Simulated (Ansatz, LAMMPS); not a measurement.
# Liquid (Cs,K,Li)F at 1300 K (82 atoms): support functions against a reference, part 2 of 2

Aim: test how closely localised support functions follow the reference on liquid (Cs,K,Li)F at 1300 K (82 atoms), and at what cost. A setting counts as converged where the r.m.s. difference of forces stays under 1 % of the r.m.s. force.

Ansatz 0.2.0; Kohn-Sham DFT, PBE, PAW (set soft_2), plane waves.

The cell: 15 Cs, 8 K, 18 Li and 41 F. The network of bonds at the start is that of the classical potential that made the cell. The ion parameters were fitted for water, not for melts. The Brillouin zone is sampled at Γ only, in a cell whose shortest periodic width is 13 Å. The levels lack spin–orbit coupling.

So far. Step 4 (Support functions low): Forces differ from the reference by 0.44 meV/Å r.m.s., 0.085 % of their size, well within a tolerance of 1 %; the energy by -3.8 meV/atom. It took roughly 6.2 times the reference's time (one timing each, with unlike analyses asked), in 16 cycles against 9.

## Step 5: Support functions medium

The cell is solved in localised support functions. Besides, the program derives a nominal cutoff of 631 eV for this run, against the reference's 420.

This step: Kohn-Sham DFT, PBE, PAW (set soft_2), localised support functions (medium) (Ansatz 0.2.0).

input.yaml reads:

```yaml
crystal:
  lattice:
    - [12.8285, 0.0, 0.0]
    - [0.0, 12.8285, 0.0]
    - [0.0, 0.0, 12.8285]
  atoms:
    [... the 82 atom lines of step 3 ...]
kpoints:
  mp_grid: { grid: [1, 1, 1] }
hamiltonian:
  xc: pbe
scf:
  occupations: { method: fixed }
  eigensolver: { kind: { support_functions: { accuracy: medium } } }
  max_iter: 150
output:
  forces: true
  eigenvalues: true
```

Started as:

```bash
$ ansatz run input.yaml --threads 4 --pin off --max-ram 8192MiB --backend cpu --events-out ev --progress --plain --runs-dir out
```

Log:

```text
[...]
Warning: basis.ecutwfc = 631 eV, auto-derived: no grid that the accuracy of the support functions lays serves the files at the lower one that their records recommend; a deck with other species or settings can derive another value
[...]
Crystal: 82 atoms, lattice volume = 2111.192 Å³
Basis set: ecut = 631 eV, 76117 PW (Γ), exchange–correlation on 216×216×216 points (8 copies of the dense FFT grid, shifted against one another)
Bands: 329, of which v1, the nominal top of the filled ones, is band 274 counted from 1 (273 counted from 0)
Symmetry: 1 space group operations
k-points: 1
[...]
SCF iter   1: F=—  HF=-134322.535775 eV  |F-HF|=—  |Δ(HF+E_count)|=         —  Δρ=9.16e-2  dr2=2.47e2  ethr=1.00e-1
[...]
SCF iter  17: F=—  HF=-134285.778797 eV  |F-HF|=—  |Δ(HF+E_count)|=   1.16e-3  Δρ=6.95e-6  dr2=1.91e-6  ethr=8.69e-10  κ⁻¹=7.0e-5(r=7)
SCF iter  18: F=-134285.778797 eV  HF=-134285.778797 eV  |F-HF|=2.55e-7  |Δ(HF+E_count)|=   1.87e-7  Δρ=2.67e-6  dr2=6.73e-7  ethr=3.49e-10
SCF 1 converged in 18 iterations: F = -134285.796716 eV  dr2 = 6.73e-7
[...]
SCF converged after 18 iterations
[...]
Free energy (F): -134285.796716 eV
[...]
Internal energy: -134285.796716 eV  (E = F + TS)
E sigma→0 (E₀):  -134285.796716 eV
Fermi energy:    0.208600 eV
[...]
Σ components = -134285.796716   (vs F -134285.796716, Δ=0.00e0)
--- Forces (eV/Å), atoms counted from 1 ---
  atom   1  Cs     0.20970217    -0.74771297     0.38555200
  atom   2  Cs    -0.23406995     0.00348225    -1.35332192
  atom   3  Cs     0.00312223     0.35551850     0.30862499
  atom   4  Cs    -0.60923289     0.59420372     0.14899753
[...]
atom  82  F      0.27605770    -0.19025060     0.60803074
  max |Σ_I F_I| component: 2.76e-3 eV/Å
--- Band table (eV) ---
[...]
```

Run time: 87 s. Hardware: 4 threads of AMD EPYC 9R45, shared host; peak memory 5.3 GiB; 5.4 min of CPU time.

Keys that differ from the reference: support_functions.accuracy = "medium" and scf.max_iter = 150.

Forces differ from the reference by 0.43 meV/Å r.m.s., 0.083 % of their size, well within a tolerance of 1 %; the energy by -3.8 meV/atom. It took roughly 7.5 times the reference's time (one timing each, with unlike analyses asked), in 18 cycles against 9.

## Step 6: Support functions medium, radius 3.63 Å

The radius confines each support function; a larger one gives more freedom and more work per atom.

input.yaml, the sections that differ from step 5:

```yaml
scf:
  occupations: { method: fixed }
  eigensolver: { kind: { support_functions: { accuracy: medium, radius: 3.63 } } }
  max_iter: 150
# crystal, kpoints, hamiltonian, output: as in step 5
```

Log:

```text
Warning: scf.eigensolver.kind.support_functions: disabling space-group detection — the functions' gradient is summed over unrotated k-points, so no spatial operation reduces the k-mesh or symmetrises the density; time reversal is kept, so that k and −k are solved as one point where they differ and the mesh holds both, and exact exchange and, on two spinor components, a DFT+U term hold to it where the run has them: [...]
Warning: basis.ecutwfc = 631 eV, auto-derived: no grid that the accuracy of the support functions lays serves the files at the lower one that their records recommend; a deck with other species or settings can derive another value
settings of this run that can trade accuracy for cost: scf.eigensolver.kind.support_functions [...]
Engine: ansatz 0.2.0, x86_64-unknown-linux-gnu
Pseudopotentials: kind: paw
Pseudopotential: Cs, paw, valence charge 9, recommended cutoff 420 eV (normal), Cs.paw.azcp
Pseudopotential: K, paw, valence charge 9, recommended cutoff 420 eV (normal), K.paw.azcp
Pseudopotential: Li, paw, valence charge 3, recommended cutoff 420 eV (normal), Li.paw.azcp
Pseudopotential: F, paw, valence charge 7, recommended cutoff 420 eV (normal), F.paw.azcp
[... 5 lines on functional and potentials left out ...]
Error: SCF: the radius of support functions is under 4.06 Å, the least for these sites at the functions' level (scf.eigensolver.kind.support_functions.accuracy). Use scf.eigensolver.kind: auto, or type scf.eigensolver.kind.support_functions.radius at least as long, [...]
```

Elapsed: 4.1 s, on 4 threads; peak memory 0.65 GiB.

The program refuses radii under 4.06 Å for these atoms at this level.

## Step 7: The ladder side by side

Each row is set against the plane-wave reference (Kohn-Sham DFT, PBE, PAW (set soft_2), plane waves; r.m.s. force component 0.520 eV/Å). Energies are set beside the reference only for runs with its functional, potentials and electron count. Times are for 4 threads of AMD EPYC 9R45, shared host. The reference's time includes the DOS, ELF, the stress and grids, which some other runs skip.

```tsv
run	Δ force, r.m.s. (meV/Å)	share of r.m.s. force (%)	Δ energy (meV/atom)	Δ gap (eV)	cycles	time	host memory (GiB)
reference	-	-	-	-	9	12 s	2.6
support functions low	0.443	0.0853	-3.77	-7.0e-4	16	72 s	4.9
support functions medium	0.433	0.0834	-3.77	-5.0e-4	18	87 s	5.3
```

## Step 8: The reference in detail

With the settings judged, the reference run is read for its physics.

Length of the force by element and coordination:

```tsv
element	coordination	atoms	mean length of the force (eV/Å)	spread	least	most
Cs	all	15	0.967	0.545	0.283	2.44
F	all	41	0.847	0.390	0.125	1.87
K	all	8	0.451	0.108	0.257	0.621
Li	all	18	0.720	0.271	0.254	1.33
```

Löwdin charges by element and coordination (they lack the spilled electrons, 0.044 e an atom on average):

```tsv
element	coordination	atoms	mean charge (e)	spread	least	most
Cs	all	15	0.954	0.0161	0.926	0.993
F	all	41	-0.772	0.0107	-0.802	-0.749
K	all	8	0.849	0.0113	0.836	0.867
Li	all	18	0.785	0.0128	0.770	0.811
```

States in the cell by windows of 1 eV, zero at the Fermi level; the larger projections on atomic orbitals stand beside the total:

```tsv
from (eV)	to (eV)	total	F p	Cs p	K p
-14	-13	0.1	0.0	0.0	0.1
-13	-12	10.2	0.0	0.0	10.2
-12	-11	26.4	0.1	0.0	26.1
-11	-10	11.3	0.1	0.0	11.2
-10	-8	0.0	0.0	0.0	0.0
-8	-7	0.2	0.0	0.2	0.0
-7	-6	42.3	1.7	40.0	0.0
-6	-5	42.5	2.0	39.9	0.0
-5	-4	5.0	0.3	4.6	0.0
-4	-3	0.3	0.2	0.0	0.0
-3	-2	24.4	23.1	0.3	0.0
-2	-1	114.5	108.9	1.8	0.1
-1	0	103.0	98.6	2.0	0.1
0	1	3.8	3.7	0.0	0.0
1	3	0.0	0.0	0.0	0.0
3	4	2.0	0.0	0.0	0.0
4	5	7.0	0.3	0.1	0.0
```

With fixed occupations the program's Fermi level is the highest filled level; weight inside the gap is the broadening of levels at its edges.

Between -26 and -14 eV lie 112 more states.

The levels nearest the highest filled one (over half full), pooled over k-points and spins:

```tsv
level less the highest filled one (eV)	occupation
-0.153	2
-0.115	2
-0.0952	2
-0.0894	2
-0.0371	2
0	2
3.77	0
4.51	0
4.68	0
4.93	0
4.95	0
5.09	0
```

ELF in the ab plane at fractional z = 0.168, with atoms of Cs and K and Li and F within 0.2 Å of it. It is the smooth field of the valence electrons, not physical close to the nuclei.

Ten even steps from '0' (0.01 × 1e-1) to '9' (9.28 × 1e-1), each cell a mean:
```
000355421000368886300000001102981000
001577764100012210000001356641230000
000356642100000000000013688885100000
000011100000012232100013687786300000
000000000000012332100001467764100000
000000000000000110000000012210000000
301783000000000124554100002221000133
732994000000014799998510168987203688
861111332100027998899710499899404887
851047887410016999899610379998304788
410278678620002689987300013453001355
000268887520000135542001343200000000
100135553100000000000002577530013443
520000000122100000000000244410157888
741000257888630000000111000000268768
520002799999862000000123210000157887
000003899889973000000001110000012321
665101589999851002344210000000000235
899500024676520014677641000000015898
269612432100000013688740000121017983
278417887510012210356401103554116983
996138888620278984101003204665203799
652015776400598789500000003553100245
000001111001698789610000000100110000
```
Columns run along a (12.8 Å), rows up along b (12.8 Å). Atoms in or near the plane, at fractional coordinates: Cs at (0.00, 0.16), K at (0.42, 0.04), Li at (0.11, 0.69), F at (0.74, 0.86), F at (0.94, 0.39), F at (0.18, 0.55).

Valence density in the ab plane at fractional z = 0.168, with atoms of Cs and K and Li and F within 0.2 Å of it. It is the smooth field of the valence electrons, not physical close to the nuclei.

Values in units of 1e0 e/Å³, 13 rows by 16 columns, each cell a mean:
```
0.0 0.1 0.2 0.1 0.0 0.1 0.5 0.3 0.0 0.0 0.0 0.1 0.2 1.2 0.3 0.0
0.0 0.0 0.1 0.0 0.0 0.0 0.0 0.0 0.0 0.0 0.1 3.9 4.0 0.2 0.0 0.0
0.0 0.0 0.0 0.0 0.0 0.0 0.0 0.1 0.0 0.0 0.1 0.9 1.0 0.1 0.0 0.0
0.1 1.8 0.7 0.0 0.0 0.0 0.0 0.2 0.2 0.1 0.0 0.1 0.2 0.0 0.0 0.2
1.3 1.1 0.5 0.1 0.0 0.0 0.2 0.9 1.0 0.3 0.1 1.5 2.8 0.4 0.4 5.0
0.4 0.1 3.8 3.9 0.1 0.0 0.1 0.5 0.6 0.2 0.1 0.6 1.2 0.2 0.2 1.2
0.0 0.1 1.2 1.2 0.1 0.0 0.0 0.0 0.0 0.0 0.1 0.4 0.1 0.0 0.1 0.1
0.2 0.0 0.0 0.1 0.1 0.1 0.0 0.0 0.0 0.0 0.1 0.2 0.1 0.1 2.5 4.6
0.1 0.0 0.1 0.6 1.0 0.4 0.0 0.0 0.0 0.0 0.1 0.1 0.0 0.1 1.0 1.8
0.3 0.1 0.1 0.5 0.8 0.3 0.0 0.0 0.2 0.2 0.0 0.0 0.0 0.0 0.1 0.3
0.9 0.4 0.2 0.3 0.1 0.0 0.0 0.1 0.7 0.7 0.1 0.0 0.1 0.0 0.3 0.9
0.8 0.3 1.8 2.9 0.2 0.1 0.8 0.6 0.1 0.1 0.3 0.2 0.3 0.1 0.2 0.8
0.1 0.1 0.3 0.3 0.1 0.4 3.2 2.5 0.2 0.0 0.0 0.0 0.1 0.1 0.1 0.1
```
Columns run along a (12.8 Å), rows up along b (12.8 Å). Atoms in or near the plane, at fractional coordinates: Cs at (0.00, 0.16), K at (0.42, 0.04), Li at (0.11, 0.69), F at (0.74, 0.86), F at (0.94, 0.39), F at (0.18, 0.55).

Mean Löwdin charges: Cs +0.95, F -0.77, K +0.85, Li +0.79 e (they miss 0.65 % of the electrons, so they add up to more than the cell's charge).

## Step 9: Distances and neighbours

Bonds and neighbours are counted at the geometry of the runs.

Density 2.52 g/cm³, 25.75 Å³ an atom.

g(r), total and by pair (bins of 0.2 Å):

```tsv
r (Å)	total	F-F	F-Li	F-Cs	F-K	Li-Li	Li-Cs
1.80	0.07	0.00	0.32	0.00	0.00	0.00	0.00
2.00	2.11	0.00	9.61	0.00	0.00	0.00	0.00
2.20	1.15	0.00	5.25	0.00	0.00	0.00	0.00
2.40	0.53	0.00	1.63	0.48	0.87	0.00	0.00
2.60	0.73	0.00	0.00	1.41	4.43	0.00	0.00
2.80	1.35	1.01	0.30	2.98	3.51	1.91	0.76
3.00	1.31	1.09	0.26	3.37	1.46	2.27	0.67
3.20	1.19	1.75	0.22	1.89	1.28	1.95	0.62
3.40	1.17	1.38	0.30	1.66	1.15	0.91	2.65
3.60	1.04	2.00	0.26	0.42	0.20	2.03	1.92
3.80	0.86	0.84	0.55	0.75	0.70	1.05	2.16
4.00	0.93	1.25	0.43	0.35	0.16	1.64	1.96
4.20	0.88	0.73	0.64	0.93	0.44	0.28	1.59
4.40	1.00	1.14	1.06	0.77	0.79	0.82	0.97
4.60	0.98	0.80	1.12	0.52	0.96	0.48	1.17
4.80	1.07	0.86	1.58	0.64	1.22	0.68	0.93
5.00	1.00	1.17	1.46	0.71	0.41	0.61	1.12
5.20	1.00	1.15	1.28	0.81	1.13	0.00	1.16
5.40	0.83	0.61	0.82	1.32	0.71	0.36	0.43
5.60	1.04	1.02	1.06	1.35	1.23	0.99	0.40
5.80	1.12	0.92	1.28	1.43	1.29	1.08	0.83
6.00	0.95	0.75	1.14	1.06	1.35	1.02	0.69
6.20	0.90	1.25	0.74	0.85	0.87	0.95	1.05
```

A closer look about Cs8, which bears the longest force: 10 atoms, nearest first, numbered in the order of the input, with positions taken from that point.

```tsv
atom	x	y	z	distance (Å)	Löwdin charge (e)	Fx	Fy	Fz (eV/Å)
Cs8	0.00	0.00	0.00	0.00	0.97	0.80	-1.98	1.18
F74	-1.10	1.63	-1.29	2.35	-0.79	-0.96	1.32	-0.90
F51	2.16	1.02	1.48	2.81	-0.77	0.45	1.21	-0.08
F53	2.61	0.15	-1.58	3.05	-0.75	-0.73	-0.40	-0.54
Li39	1.89	2.42	-0.19	3.08	0.77	0.44	0.20	0.10
F78	0.91	-3.16	1.03	3.44	-0.77	0.62	-0.52	0.14
F73	-3.34	-0.76	0.62	3.48	-0.77	0.55	0.33	1.08
F48	0.31	-2.61	-2.41	3.57	-0.77	0.74	1.61	-0.57
Li34	2.32	-1.86	-2.09	3.64	0.79	0.08	-0.28	-0.40
K19	0.00	0.46	-3.65	3.68	0.84	-0.02	0.20	-0.51
```

## Step 10: What came out

| Quantity | Value |
| --- | --- |
| free energy per atom | -1637.6279 eV/atom |
| pressure | -1.662 GPa |
| r.m.s. force component | 0.5199 eV/Å |
| gap (highest filled to lowest empty level) | 3.769 eV |
| wall time of the 3 DFT runs | 2.8 min |

Against plane waves at 420 eV, the forces differ by 0.43 meV/Å (0.083 %) with support functions medium. At 82 atoms the fastest of the runs at a preset level, support functions low, takes roughly 6.2 times the time of plane waves (whose run also made extra analyses), in 16 SCF cycles against 9. Differences between support functions and plane waves include what basis error the plane-wave run still has.

The highest filled and lowest empty levels differ by 3.77 eV (at Γ alone); a semilocal functional tends to put such gaps too low. In a disordered cell it changes from sample to sample and from frame to frame.

Caveats: The force components of 0.52 eV/Å r.m.s. hold both thermal displacement and the mismatch between the potential that made the cell and DFT. The pressure of -1.7 GPa is that of one thermal frame, in which the classical model's bond lengths enter as well as the volume, without the kinetic term. The pressure of a single frame lacks the kinetic term.

[Long decimals in the printed logs are rounded to 6 places.]

[Logs are printed without paths, hosts, clocks, repeated set-up lines and the standing remarks that a program may print on its own settings, such as how far it seeks lower states.]

[Hosts, paths, dates, database ids (printed as entryN), source tags and the programs' standing remarks are cut or masked in the printed files.]
